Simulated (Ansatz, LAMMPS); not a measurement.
**A faulty run on glassy 79SiO2-12Al2O3-4SrO-4ZnO (mol %) (76 atoms)**

Program: Ansatz 0.2.0. The cell: 19 Si, 6 Al, 1 Sr, 1 Zn and 49 O.

Input file input.yaml:

```yaml
crystal:
  lattice:
    - [10.2128, 0.0, 0.0]
    - [0.0, 10.2128, 0.0]
    - [0.0, 0.0, 10.2128]
  atoms:
    - { symbol: Si, position: [0.96771, 0.756, 0.13208] }
    - { symbol: Si, position: [0.15256, 0.34897, 0.31095] }
    - { symbol: Si, position: [0.58731, 0.83556, 0.54263] }
    - { symbol: Si, position: [0.07938, 0.90289, 0.75342] }
    - { symbol: Si, position: [0.03688, 0.0309, 0.02629] }
    - { symbol: Si, position: [0.22588, 0.64453, 0.75358] }
    - { symbol: Si, position: [0.36063, 0.52944, 0.0167] }
    - { symbol: Si, position: [0.46715, 0.35186, 0.35033] }
    - { symbol: Si, position: [0.4073, 0.0822, 0.45795] }
    - { symbol: Si, position: [0.18371, 0.61123, 0.24468] }
    - { symbol: Si, position: [0.48907, 0.78903, 0.07614] }
    - { symbol: Si, position: [0.45644, 0.22807, 0.00398] }
    - { symbol: Si, position: [0.66334, 0.85483, 0.84] }
    - { symbol: Si, position: [0.71624, 0.73213, 0.28774] }
    - { symbol: Si, position: [0.36241, 0.22992, 0.71896] }
    - { symbol: Si, position: [0.82721, 0.38201, 0.70779] }
    - { symbol: Si, position: [0.96635, 0.31976, 0.06831] }
    - { symbol: Si, position: [0.69676, 0.45033, 0.16767] }
    [... 52 atom lines left out ...]
    - { symbol: O, position: [0.57387, 0.57437, 0.76622] }
    - { symbol: O, position: [0.37086, 0.15643, 0.11458] }
    - { symbol: O, position: [0.49533, 0.21319, 0.41977] }
    - { symbol: O, position: [0.64929, 0.86909, 0.68402] }
    - { symbol: O, position: [0.30637, 0.58291, 0.87225] }
    - { symbol: O, position: [0.06944, 0.00074, 0.62049] }
kpoints:
  mp_grid: { grid: [1, 1, 1] }
hamiltonian:
  xc: pbe
scf:
  occupations: { method: fermi_dirac, width: 0.05 }
  eigensolver: { kind: { support_functions: { accuracy: medium, radius: 2.0 } } }
  max_iter: 60
output:
  forces: true
```

Started as:

```bash
$ ansatz run input.yaml --threads 4 --pin off --max-ram 8192MiB --backend cpu --events-out ev --progress --plain --runs-dir out
```

Output:

```text
Warning: scf.eigensolver.kind.support_functions: disabling space-group detection — the functions' gradient is summed over unrotated k-points, so no spatial operation reduces the k-mesh or symmetrises the density; time reversal is kept, so that k and −k are solved as one point where they differ and the mesh holds both, and exact exchange and, on two spinor components, a DFT+U term hold to it where the run has them: [...]
Warning: basis.ecutwfc = 464 eV, auto-derived: no grid that the accuracy of the support functions lays serves the files at the lower one that their records recommend; a deck with other species or settings can derive another value
settings of this run that can trade accuracy for cost: scf.eigensolver.kind.support_functions [...]
Engine: ansatz 0.2.0, aarch64-unknown-linux-gnu
Pseudopotentials: kind: paw
Pseudopotential: Si, paw, valence charge 4, recommended cutoff 420 eV (normal), Si.paw.azcp
Pseudopotential: Al, paw, valence charge 3, recommended cutoff 420 eV (normal), Al.paw.azcp
Pseudopotential: Sr, paw, valence charge 10, recommended cutoff 420 eV (normal), Sr.paw.azcp
Pseudopotential: Zn, paw, valence charge 12, recommended cutoff 420 eV (normal), Zn.paw.azcp
Pseudopotential: O, paw, valence charge 6, recommended cutoff 420 eV (normal), O.paw.azcp
[... 5 lines on functional and potentials left out ...]
Error: SCF: the radius of support functions is under 3.50 Å, the least for these sites at the functions' level (scf.eigensolver.kind.support_functions.accuracy). Use scf.eigensolver.kind: auto, or type scf.eigensolver.kind.support_functions.radius at least as long, [...]
```

Elapsed: 6.2 s, on 4 threads of Arm Neoverse V2, shared host; peak memory 0.34 GiB; 19 s of CPU time.

Q: Name the fault and the fix.

A radius far too short: support_functions.accuracy = "medium" and support_functions.radius = 2.0.

The fix is to leave the radius at the level's default.

The run ended with an error.

[Logs are printed without paths, hosts, clocks, repeated set-up lines and the standing remarks that a program may print on its own settings, such as how far it seeks lower states.]

[Hosts, paths, dates, database ids (printed as entryN), source tags and the programs' standing remarks are cut or masked in the printed files.]
